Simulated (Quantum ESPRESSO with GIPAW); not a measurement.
# C2H8BrN: what the 13C spectrum says of the structure

A crystal of composition C2H8BrN (one database entry, not always the ambient form) has the 13C spectrum and parameters below, calculated by GIPAW (PBEsol; shifts against TMS, scatter of the reference line 0.8 ppm; spans on the shift scale).

Simulated spectrum: 13C MAS at 20 kHz, 18.8 T (201.3 MHz), lines broadened by 0.8 ppm; rigid lattice, with dipolar and J couplings left out. Its lines over 1.5 % of the strongest:

```csv
δ (ppm),area
31.4,0.99
8.5,1.00
```

```csv
line,δ_iso (ppm),relative area,span (ppm),skew
A,31.4,1,41.4,0.07
B,8.5,1,22.6,0.35
```

**Question.** What do these values say of the surroundings and site symmetry of C?

The bonded neighbours set the region: A with NCH2; B with CH3. The structure behind these values (space group P2_1/m; other structures could give like values):

```csv
line,surroundings,neighbours,bonds (Å),site symmetry
A,CNCH2,4,1.10 to 1.51,m
B,CCH3,4,1.10 to 1.51,m
```

[Banner, clock, file and message-heading lines were taken out of the pw.x and gipaw.x logs.]

[Logs are printed without paths, hosts, clocks, repeated set-up lines and the standing remarks that a program may print on its own settings, such as how far it seeks lower states.]

[Hosts, paths, dates, database ids (printed as entryN), source tags and the programs' standing remarks are cut or masked in the printed files.]
